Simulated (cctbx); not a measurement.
# What is wrong with this refinement?

Cell a = 3.8710 Å, b = 3.8710 Å, c = 26.5550 Å, α = 90.00°, β = 90.00°, γ = 90.00°; space group I4/mmm (no. 139).

Simulated single-crystal data (cctbx): Ag Kα, λ = 0.56087 Å, to d = 0.65 Å, 80 % of the full sphere, strongest reflection 40000 counts, noise from counting, a 3 % proportional error and a noise floor of 8 counts (s.d.); no absorption.

An isotropic refinement with weights 1/σ² prints:

```text
Rint 0.026, 283 unique reflections to 0.65 A
cycle     R1     wR2    GooF  max shift (A)
   1  0.1759  0.3672  21.997   0.31674
   7  0.0224  0.0397   2.376   0.00047
final R1 0.0223 wR2 0.0397 GooF 2.376  parameters 10  data/parameter 28.3
atom        x        y        z      Ueq    occ   su(xyz)  su(Uiso or U11)
Eu1    0.00000  0.00000  0.00000   0.0140  1.000  0.00000  0.0001
Ba1    0.50000  0.50000  0.09781   0.0166  1.000  0.00001  0.0001
O1     0.00000  0.00000  0.10532   0.0313  1.000  0.00022  0.0011
O2     0.50000  0.50000  0.00000   0.0301  1.000  0.00000  0.0015
O3     0.79792  0.70099  0.78904   0.7469  1.000  0.02187  0.0530
difference map: max 1.64 min -1.27 rms 0.72
Q1    0.0000  0.0000  0.0148    4    1.65  0.39 A from Eu1
Q2    0.0000  0.3277  0.5000    8    1.56  1.27 A from O2
Q3    0.1529  0.1529  0.5000    8    1.37  0.84 A from O2
Q4    0.1718  0.1718  0.0000    8    1.32  0.94 A from Eu1
Q5    0.0000  0.5000  0.0188    8    1.29  2.00 A from O2
Q6    0.1484  0.2973  0.4756   32    1.19  1.44 A from O2
```

Q: Accept it or mend it, and why?

Mend it. The fault: spurious atom: O3. Against the right model at the same level, R1 goes from 0.0072 to 0.0223 and GooF from 0.92 to 2.38, O3 takes U = 0.75 Å², the top difference peak, 1.6 e/Å³, lies 0.39 Å from Eu1 and a hole of -1.3 e/Å³ opens. A site with no density behind it hides by a very large U or drifts.

The compound is Ba2EuO3. The right model at the same level gives:

```text
Rint 0.026, 283 unique reflections to 0.65 A
cycle     R1     wR2    GooF  max shift (A)
   1  0.1342  0.3834  22.799   0.05029
   2  0.0072  0.0154   0.916   0.00000
final R1 0.0072 wR2 0.0154 GooF 0.916  parameters 6  data/parameter 47.2
atom        x        y        z      Ueq    occ   su(xyz)  su(Uiso or U11)
Eu1    0.00000  0.00000  0.00000   0.0140  1.000  0.00000  0.0000
Ba1    0.50000  0.50000  0.09781   0.0166  1.000  0.00001  0.0000
O1     0.00000  0.00000  0.10530   0.0311  1.000  0.00008  0.0004
O2     0.50000  0.50000  0.00000   0.0302  1.000  0.00000  0.0006
difference map: max 0.50 min -0.37 rms 0.09
Q1    0.0000  0.0000  0.0155    4    0.50  0.41 A from Eu1
Q2    0.0000  0.3275  0.5000    8    0.40  1.27 A from O2
Q3    0.1015  0.1015  0.1644   16    0.36  1.66 A from O1
Q4    0.0000  0.3951  0.0827   16    0.30  1.64 A from O1
Q5    0.0000  0.0000  0.1040    4    0.29  0.03 A from O1
Q6    0.0000  0.0000  0.4264    4    0.29  0.64 A from Ba1
```

The model is made up (kin elements in a known structure type, no relaxation), so it says nothing on whether the phase exists.

[Middle refinement cycles are left out of these outputs.]

[Logs are printed without paths, hosts, clocks, repeated set-up lines and the standing remarks that a program may print on its own settings, such as how far it seeks lower states.]
